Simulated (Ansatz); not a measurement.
# NaF (Villiaumite, Fm-3m): converging a phonon calculation, part 3 of 3

How do the frequencies of NaF (Villiaumite, Fm-3m) move with q mesh, k mesh and cutoff?

Ansatz 0.2.0; DFT PBEsol, scalar-relativistic, plane waves, PAW.

So far. Step 11 (Another k mesh, q mesh 2×2×2): The highest optical mode at the zone centre (no LO-TO term) is 239.3 cm⁻¹, +0.0 cm⁻¹ against the base run. Step 12 (Another k mesh, k-mesh 12×12×12, q mesh 2×2×2): The highest optical mode at the zone centre (no LO-TO term) is 239.3 cm⁻¹, +0.0 cm⁻¹ against the base run. The relaxed cell has a = 4.629 Å (conventional setting).

**14. Another cutoff, cutoff 170 eV, q mesh 2×2×2**

The cutoff is set to 170 eV on a small fixed q mesh.

The input, input.yaml:

```yaml
crystal:
  lattice:
    - [0.0, 2.3145907857, 2.3145907857]
    - [2.3145907857, 0.0, 2.3145907857]
    - [2.3145907857, 2.3145907857, 0.0]
  atoms:
    - { symbol: Na, position: [0.0, 0.0, 0.0] }
    - { symbol: F, position: [0.5, 0.5, 0.5] }
kpoints:
  mp_grid: { grid: [8, 8, 8] }
hamiltonian:
  xc: pbesol
scf:
  occupations: { method: fixed }
output:
  eigenvalues: true
phonons:
  method: dfpt
  qmesh: [2, 2, 2]
  temperatures: { t_max: 1000, t_step: 50 }
  qpath:
    path:
      - [[0.0, 0.0, 0.0], [0.5, 0.0, 0.5], [0.625, 0.25, 0.625]]
      - [[0.375, 0.375, 0.75], [0.0, 0.0, 0.0], [0.5, 0.5, 0.5], [0.5, 0.25, 0.75], [0.5, 0.0, 0.5]]
    npoints: 10
basis:
  ecutwfc: 170
```

Launch:

```console
$ ansatz run input.yaml --threads 4 --pin off --max-ram 7168MiB --backend cpu --events-out ev --progress --plain --runs-dir out
```

Numbers of over 12 decimals in the logs are rounded to 6 here.

Log:

```text
Warning: basis.ecutwfc = 170 eV is below the records' recommended 420 eV, and the density's cutoff is lower with it unless basis.ecutrho_ratio is high enough to keep the records' density cutoff: compare with a run at a higher cutoff
[...]
Crystal: 2 atoms, lattice volume = 24.800 Å³
Basis set: ecut = 170 eV, 137 PW (Γ), exchange–correlation on 30×30×30 points (8 copies of the dense FFT grid, shifted against one another)
Bands: 12, of which v1, the nominal top of the filled ones, is band 8 counted from 1 (7 counted from 0)
Symmetry: 48 space group operations
k-points: 29 of 512
[...]
SCF iter   1: F=—  HF=-2254.189747 eV  |F-HF|=—  |Δ(HF+E_count)|=         —  Δρ=3.45e-1  dr2=1.22e1  ethr=1.77e-3  ⟨swp⟩=3.1  Hψ=1653  notcnv=0  defer=54
[...]
SCF iter   8: F=-2248.929243 eV  HF=-2248.929243 eV  |F-HF|=4.55e-13  |Δ(HF+E_count)|=  6.91e-11  Δρ=4.40e-8  dr2=4.58e-13  ethr=1.00e-12  ⟨swp⟩=5.7  Hψ=1637  notcnv=0
SCF 1 converged in 8 iterations: F = -2248.929243 eV  dr2 = 4.58e-13
[...]
k-points: 59 of 512 (irreducible under 8 space group operations, time reversal used)
[...]
SCF iter   2: F=-2248.929243 eV  HF=-2248.929243 eV  |F-HF|=0.00e0  |Δ(HF+E_count)|=  2.40e-10  Δρ=1.66e-8  dr2=3.60e-14  ethr=1.00e-12  ⟨swp⟩=4.6  Hψ=2367  notcnv=0
SCF 2 converged in 2 iterations: F = -2248.929243 eV  dr2 = 3.60e-14
[...]
SCF converged after 8 iterations
Free energy (F): -2248.929243 eV
[...]
Internal energy: -2248.929243 eV  (E = F + TS)
E sigma→0 (E₀):  -2248.929243 eV
Fermi energy:    0.475305 eV
[...]
--- Band table (eV; the first three rows and the last of 29) ---
  k-point 0: bands = [... 4 lower, -20.0552, -0.1105, -0.1105, -0.1105, 6.6752, 20.0555, 20.0555, 20.0555]
  k-point 1: bands = [... 4 lower, -19.6182, 0.2685, 0.2685, 0.3113, 7.3546, 18.2572, 20.3176, 20.3176]
  k-point 2: bands = [... 4 lower, -19.8631, -0.8124, 0.0809, 0.0809, 8.6291, 16.1323, 20.9214, 20.9214]
  k-point 28: bands = [... 4 lower, -19.2032, 0.2761, 0.2761, 0.4712, 14.7441, 14.7441, 16.3884, 17.8260]
[...]
ASR residual: 2.436e-1 → 0.000e0 eV/Å²; symmetrization residual: 2.389e-6 eV/Å²
  ASR residual per site (eV/Å²): 2.44e-1 1.05e-1
  Γ frequencies (cm⁻¹): 0.00 0.00 0.00 234.40 234.40 234.40
  Unit cell's response to a homogeneous field, on a k mesh of 8×8×8: 1 representative field direction (Σ response iterations 6)
  ε∞ (high-frequency dielectric tensor):
        1.912027     0.000000    -0.000000
        0.000000     1.912027    -0.000000
       -0.000000     0.000000     1.912027
  ε⁰ (static dielectric tensor): not given — the deck does not say what the cell's rigid motions are, and on a molecule in a box or a wire the rigid rotations would enter the sum over the modes at Γ. For a crystal or a slab, whose only rigid motions are the translations, set phonons.rigid_motions: translations.
  Born effective charges Z* (e; rows j = field, columns β = displacement):
    site 0:
         1.01219    0.00000   -0.00000
         0.00000    1.01219    0.00000
         0.00000   -0.00000    1.01219
    site 1:
        -1.01219   -0.00000    0.00000
         0.00000   -1.01219   -0.00000
         0.00000    0.00000   -1.01219
  Z* charge neutrality: 3.507e-3 e pre-enforcement
[...]
optical modes at Γ without the LO–TO term, one row a degenerate level:
      ω (cm⁻¹)  modes    IR ((D/Å)²/amu)
        234.40      3             6.8169
  optical modes at Γ + LO–TO along q̂ = [1.0000, 0.0000, 0.0000]:
      ω (cm⁻¹)  modes    IR ((D/Å)²/amu)
        234.40      2             4.5446
        396.42      1             2.2723
  optical modes at Γ + LO–TO along q̂ = [0.0000, 1.0000, 0.0000]:
      ω (cm⁻¹)  modes    IR ((D/Å)²/amu)
        234.40      2             4.5446
        396.42      1             2.2723
  optical modes at Γ + LO–TO along q̂ = [0.0000, 0.0000, 1.0000]:
      ω (cm⁻¹)  modes    IR ((D/Å)²/amu)
        234.40      2             4.5446
        396.42      1             2.2723
--- Phonons (arbitrary-q DFPT): 3 irreducible q on the 2×2×2 mesh ---
[...]
interpolated dispersion: 63 rows × 6 modes
[...]
zero-point energy: 0.067315 eV/cell   skipped modes (ω ≤ 0): 363, of them read as no rigid motion or as one in doubt: 360 (9.030e-1 modes/cell left out, lowest -64.56 cm⁻¹)   left out of the sums: 1.51e-1 of the cell's modes: C_V's classical limit lies that fraction below 3 k_B per atom; for a crystal, a wire or a layer, F and S can be off by more, and a phonons.interpolated_qmesh denser along its periods is the remedy for the sampling
```

Elapsed: 3.5 s, on 4 threads of Arm Neoverse V1, shared host; peak memory 0.35 GiB.

The run finished; it serves as a test, and its numbers are not taken as the result.

**15. Another cutoff, cutoff 230 eV, q mesh 2×2×2**

The cutoff is set to 230 eV on a small fixed q mesh.

input.yaml, as its differences from that of step 14:

```diff
@@ -26,2 +26,2 @@
 basis:
-  ecutwfc: 170
+  ecutwfc: 230
```

Log:

```text
[...]
Crystal: 2 atoms, lattice volume = 24.800 Å³
Basis set: ecut = 230 eV, 181 PW (Γ), exchange–correlation on 36×36×36 points (8 copies of the dense FFT grid, shifted against one another)
Bands: 12, of which v1, the nominal top of the filled ones, is band 8 counted from 1 (7 counted from 0)
Symmetry: 48 space group operations
k-points: 29 of 512
[...]
SCF iter   1: F=—  HF=-2273.399721 eV  |F-HF|=—  |Δ(HF+E_count)|=         —  Δρ=1.25e-1  dr2=1.28e0  ethr=1.77e-3  ⟨swp⟩=3.7  Hψ=1721  notcnv=0  defer=51
[...]
SCF iter   8: F=-2272.950857 eV  HF=-2272.950857 eV  |F-HF|=9.09e-13  |Δ(HF+E_count)|=  5.87e-11  Δρ=9.76e-8  dr2=1.66e-12  ethr=1.00e-12  ⟨swp⟩=4.3  Hψ=1876  notcnv=0
SCF 1 converged in 8 iterations: F = -2272.950857 eV  dr2 = 1.66e-12
[...]
k-points: 59 of 512 (irreducible under 8 space group operations, time reversal used)
[...]
SCF iter   2: F=-2272.950857 eV  HF=-2272.950857 eV  |F-HF|=4.55e-13  |Δ(HF+E_count)|=  3.86e-10  Δρ=5.42e-8  dr2=3.08e-13  ethr=1.00e-12  ⟨swp⟩=5.0  Hψ=2528  notcnv=0
SCF 2 converged in 2 iterations: F = -2272.950857 eV  dr2 = 3.08e-13
[...]
SCF converged after 8 iterations
Free energy (F): -2272.950857 eV
[...]
Internal energy: -2272.950857 eV  (E = F + TS)
E sigma→0 (E₀):  -2272.950857 eV
Fermi energy:    1.119366 eV
[...]
--- Band table (eV; the first three rows and the last of 29) ---
  k-point 0: bands = [... 4 lower, -18.1830, 1.1179, 1.1179, 1.1179, 7.0473, 19.8626, 19.8626, 19.8626]
  k-point 1: bands = [... 4 lower, -18.0528, 0.9495, 1.1194, 1.1194, 7.6142, 18.1327, 20.1086, 20.1086]
  k-point 2: bands = [... 4 lower, -17.9313, -0.1646, 0.9000, 0.9000, 8.9146, 15.9928, 20.6554, 20.6554]
  k-point 28: bands = [... 4 lower, -17.9833, -0.1408, -0.1408, 0.3592, 14.0255, 14.0255, 16.1759, 17.6990]
[...]
ASR residual: 4.689e-4 → 0.000e0 eV/Å²; symmetrization residual: 1.633e-6 eV/Å²
  ASR residual per site (eV/Å²): 1.85e-4 4.69e-4
  Γ frequencies (cm⁻¹): 0.00 0.00 0.00 159.25 159.25 159.25
[...]
ε∞ (high-frequency dielectric tensor):
        1.882604    -0.000000     0.000000
        0.000000     1.882604    -0.000000
        0.000000     0.000000     1.882604
[...]
Born effective charges Z* (e; rows j = field, columns β = displacement):
    site 0:
         1.01714    0.00000   -0.00000
        -0.00000    1.01714   -0.00000
        -0.00000   -0.00000    1.01714
    site 1:
        -1.01714   -0.00000    0.00000
         0.00000   -1.01714    0.00000
         0.00000    0.00000   -1.01714
  Z* charge neutrality: 1.626e-5 e pre-enforcement
[...]
optical modes at Γ without the LO–TO term, one row a degenerate level:
      ω (cm⁻¹)  modes    IR ((D/Å)²/amu)
        159.25      3             6.8837
  optical modes at Γ + LO–TO along q̂ = [1.0000, 0.0000, 0.0000]:
      ω (cm⁻¹)  modes    IR ((D/Å)²/amu)
        159.25      2             4.5892
        360.81      1             2.2946
  optical modes at Γ + LO–TO along q̂ = [0.0000, 1.0000, 0.0000]:
      ω (cm⁻¹)  modes    IR ((D/Å)²/amu)
        159.25      2             4.5892
        360.81      1             2.2946
  optical modes at Γ + LO–TO along q̂ = [0.0000, 0.0000, 1.0000]:
      ω (cm⁻¹)  modes    IR ((D/Å)²/amu)
        159.25      2             4.5892
        360.81      1             2.2946
--- Phonons (arbitrary-q DFPT): 3 irreducible q on the 2×2×2 mesh ---
[...]
interpolated dispersion: 63 rows × 6 modes
[...]
```

The job ended after 4.6 s (4 threads; peak memory 0.36 GiB).

The run finished; it serves as a test, and its numbers are not taken as the result.

**16. Another cutoff, cutoff 290 eV, q mesh 2×2×2**

The cutoff is set to 290 eV on a small fixed q mesh.

input.yaml, as its differences from that of step 15:

```diff
@@ -26,2 +26,2 @@
 basis:
-  ecutwfc: 230
+  ecutwfc: 290
```

Log:

```text
[...]
Crystal: 2 atoms, lattice volume = 24.800 Å³
Basis set: ecut = 290 eV, 283 PW (Γ), exchange–correlation on 40×40×40 points (8 copies of the dense FFT grid, shifted against one another)
Bands: 12, of which v1, the nominal top of the filled ones, is band 8 counted from 1 (7 counted from 0)
Symmetry: 48 space group operations
k-points: 29 of 512
[...]
SCF iter   1: F=—  HF=-2277.999066 eV  |F-HF|=—  |Δ(HF+E_count)|=         —  Δρ=4.17e-2  dr2=1.42e-1  ethr=1.77e-3  ⟨swp⟩=4.1  Hψ=1730  notcnv=0  defer=55
[...]
SCF iter   7: F=-2277.959552 eV  HF=-2277.959552 eV  |F-HF|=1.32e-11  |Δ(HF+E_count)|=  2.75e-10  Δρ=2.33e-7  dr2=3.24e-12  ethr=1.00e-12  ⟨swp⟩=5.3  Hψ=1997  notcnv=0
SCF 1 converged in 7 iterations: F = -2277.959552 eV  dr2 = 3.24e-12
[...]
k-points: 59 of 512 (irreducible under 8 space group operations, time reversal used)
[...]
SCF iter   2: F=-2277.959552 eV  HF=-2277.959552 eV  |F-HF|=9.09e-13  |Δ(HF+E_count)|=   2.10e-9  Δρ=1.83e-7  dr2=4.86e-12  ethr=1.00e-12  ⟨swp⟩=6.3  Hψ=3028  notcnv=0
SCF 2 converged in 2 iterations: F = -2277.959552 eV  dr2 = 4.86e-12
[...]
SCF converged after 7 iterations
Free energy (F): -2277.959552 eV
[...]
Internal energy: -2277.959552 eV  (E = F + TS)
E sigma→0 (E₀):  -2277.959552 eV
Fermi energy:    0.892060 eV
[...]
--- Band table (eV; the first three rows and the last of 29) ---
  k-point 0: bands = [... 4 lower, -17.8888, 0.8921, 0.8921, 0.8921, 7.1291, 19.8337, 19.8337, 19.8337]
  k-point 1: bands = [... 4 lower, -17.7121, 0.6041, 0.8689, 0.8689, 7.6787, 18.0656, 20.0730, 20.0730]
  k-point 2: bands = [... 4 lower, -17.4604, -0.0326, 0.7479, 0.7479, 8.9960, 15.9616, 20.6048, 20.6048]
  k-point 28: bands = [... 4 lower, -17.4997, 0.0172, 0.0172, 0.3370, 14.0265, 14.0265, 16.1409, 17.7454]
[...]
ASR residual: 1.680e-4 → 0.000e0 eV/Å²; symmetrization residual: 4.395e-6 eV/Å²
  ASR residual per site (eV/Å²): 1.68e-4 1.04e-4
  Γ frequencies (cm⁻¹): 0.00 0.00 0.00 241.43 241.43 241.43
[...]
ε∞ (high-frequency dielectric tensor):
        1.887283    -0.000000     0.000000
        0.000000     1.887283    -0.000000
        0.000000     0.000000     1.887283
[...]
Born effective charges Z* (e; rows j = field, columns β = displacement):
    site 0:
         1.00842   -0.00000    0.00000
         0.00000    1.00842    0.00000
         0.00000   -0.00000    1.00842
    site 1:
        -1.00842    0.00000    0.00000
         0.00000   -1.00842   -0.00000
         0.00000    0.00000   -1.00842
  Z* charge neutrality: 8.681e-6 e pre-enforcement
[...]
optical modes at Γ without the LO–TO term, one row a degenerate level:
      ω (cm⁻¹)  modes    IR ((D/Å)²/amu)
        241.43      3             6.7661
  optical modes at Γ + LO–TO along q̂ = [1.0000, 0.0000, 0.0000]:
      ω (cm⁻¹)  modes    IR ((D/Å)²/amu)
        241.43      2             4.5107
        401.33      1             2.2554
  optical modes at Γ + LO–TO along q̂ = [0.0000, 1.0000, 0.0000]:
      ω (cm⁻¹)  modes    IR ((D/Å)²/amu)
        241.43      2             4.5107
        401.33      1             2.2554
  optical modes at Γ + LO–TO along q̂ = [0.0000, 0.0000, 1.0000]:
      ω (cm⁻¹)  modes    IR ((D/Å)²/amu)
        241.43      2             4.5107
        401.33      1             2.2554
--- Phonons (arbitrary-q DFPT): 3 irreducible q on the 2×2×2 mesh ---
[...]
interpolated dispersion: 63 rows × 6 modes
[...]
```

Wall time 5.2 s (4 threads); peak memory 0.39 GiB; 17 s of CPU time.

The run finished; it serves as a test, and its numbers are not taken as the result.

**17. Another cutoff, cutoff 360 eV, q mesh 2×2×2**

The cutoff is set to 360 eV on a small fixed q mesh.

input.yaml, as its differences from that of step 16:

```diff
@@ -26,2 +26,2 @@
 basis:
-  ecutwfc: 290
+  ecutwfc: 360
```

Log:

```text
[...]
Crystal: 2 atoms, lattice volume = 24.800 Å³
Basis set: ecut = 360 eV, 387 PW (Γ), exchange–correlation on 48×48×48 points (8 copies of the dense FFT grid, shifted against one another)
Bands: 12, of which v1, the nominal top of the filled ones, is band 8 counted from 1 (7 counted from 0)
Symmetry: 48 space group operations
k-points: 29 of 512
[...]
optical modes at Γ + LO–TO along q̂ = [0.0000, 1.0000, 0.0000]:
      ω (cm⁻¹)  modes    IR ((D/Å)²/amu)
        239.43      2             4.5446
        400.68      1             2.2723
  optical modes at Γ + LO–TO along q̂ = [0.0000, 0.0000, 1.0000]:
      ω (cm⁻¹)  modes    IR ((D/Å)²/amu)
        239.43      2             4.5446
        400.68      1             2.2723
--- Phonons (arbitrary-q DFPT): 3 irreducible q on the 2×2×2 mesh ---
[...]
interpolated dispersion: 63 rows × 6 modes
[...]
[key lines of the parts left out:]
SCF converged after 8 iterations
Free energy (F): -2278.844342 eV
Fermi energy:    0.944770 eV
```

Run time: 6.7 s. Hardware: 4 threads; peak memory 0.44 GiB.

Frequencies (cm⁻¹) solved at each irreducible wavevector; negative means imaginary. Frequencies by wavevector, by row:

```csv
q in reciprocal lattice units,star,mode 1,mode 2,mode 3,mode 4,mode 5,mode 6
0 0 0,1,0,0,0,239.4,239.4,239.4
0 0 -0.5,4,173.1,173.1,193.2,193.2,295.9,297.6
0 -0.5 -0.5,3,139.8,139.8,252,252.3,252.3,276.7
```

The highest optical mode at the zone centre (no LO-TO term) is 239.4 cm⁻¹, +0.1 cm⁻¹ against the base run.

**18. Another cutoff, cutoff 550 eV, q mesh 2×2×2**

The cutoff is set to 550 eV on a small fixed q mesh.

input.yaml, as its differences from that of step 17:

```diff
@@ -26,2 +26,2 @@
 basis:
-  ecutwfc: 360
+  ecutwfc: 550
```

Log:

```text
[...]
Crystal: 2 atoms, lattice volume = 24.800 Å³
Basis set: ecut = 550 eV, 725 PW (Γ), exchange–correlation on 54×54×54 points (8 copies of the dense FFT grid, shifted against one another)
Bands: 12, of which v1, the nominal top of the filled ones, is band 8 counted from 1 (7 counted from 0)
Symmetry: 48 space group operations
k-points: 29 of 512
[...]
optical modes at Γ + LO–TO along q̂ = [0.0000, 1.0000, 0.0000]:
      ω (cm⁻¹)  modes    IR ((D/Å)²/amu)
        239.54      2             4.5428
        400.55      1             2.2714
  optical modes at Γ + LO–TO along q̂ = [0.0000, 0.0000, 1.0000]:
      ω (cm⁻¹)  modes    IR ((D/Å)²/amu)
        239.54      2             4.5428
        400.55      1             2.2714
--- Phonons (arbitrary-q DFPT): 3 irreducible q on the 2×2×2 mesh ---
[...]
interpolated dispersion: 63 rows × 6 modes
[...]
[key lines of the parts left out:]
SCF converged after 8 iterations
Free energy (F): -2278.927689 eV
Fermi energy:    0.951372 eV
```

Run time: 11 s. Hardware: 4 threads; peak memory 0.51 GiB.

The highest optical mode at the zone centre (no LO-TO term) is 239.5 cm⁻¹, +0.2 cm⁻¹ against the base run.

**19. What came out**

* mean frequency, q mesh 2×2×2: 218 cm⁻¹
* mean frequency, q mesh 3×3×3: 218 cm⁻¹
* mean frequency, q mesh 6×6×6: 218 cm⁻¹
* highest optical mode at the zone centre (no LO-TO term), k-mesh 2×2×2: 233 cm⁻¹
* highest optical mode at the zone centre (no LO-TO term), k-mesh 4×4×4: 239 cm⁻¹
* highest optical mode at the zone centre (no LO-TO term), k-mesh 6×6×6: 239 cm⁻¹
* highest optical mode at the zone centre (no LO-TO term), k-mesh 8×8×8: 239 cm⁻¹
* highest optical mode at the zone centre (no LO-TO term), k-mesh 12×12×12: 239 cm⁻¹
* highest optical mode at the zone centre (no LO-TO term), cutoff 170 eV: 234 cm⁻¹
* highest optical mode at the zone centre (no LO-TO term), cutoff 230 eV: 159 cm⁻¹
* highest optical mode at the zone centre (no LO-TO term), cutoff 290 eV: 241 cm⁻¹
* highest optical mode at the zone centre (no LO-TO term), cutoff 360 eV: 239 cm⁻¹
* highest optical mode at the zone centre (no LO-TO term), cutoff 550 eV: 240 cm⁻¹

**Reading.** Over the whole q mesh series, coarse runs included, the mean frequency runs from 217.8 to 218.2 cm⁻¹; from 2×2×2 on it stays within 0.4 cm⁻¹ of the finest run (6×6×6), against a tolerance of 2.2. The k mesh changes along this series too, so part of the change is its. Over the whole k mesh series, coarse runs included, the lowest mode on the q mesh (acoustic modes at Γ apart) runs from 132.6 to 141.2 cm⁻¹; from 4×4×4 on all solved modes stay within 0.1 cm⁻¹ of the finest run (12×12×12), against a tolerance of 3.0. Over the whole cutoff series, coarse runs included, the lowest mode on the q mesh (acoustic modes at Γ apart) runs from -61.1 to 142.1 cm⁻¹; the two finest runs still differ by up to 3.9 cm⁻¹ in a solved mode, so convergence is not shown. All runs share the cell relaxed at the base settings, which is not exactly at rest under another k mesh or cutoff. These are harmonic frequencies at zero temperature: anharmonic shifts, linewidths and thermal expansion are left out.

[Logs are printed without paths, hosts, clocks, repeated set-up lines and the standing remarks that a program may print on its own settings, such as how far it seeks lower states.]

[Hosts, paths, dates, database ids (printed as entryN), source tags and the programs' standing remarks are cut or masked in the printed files.]
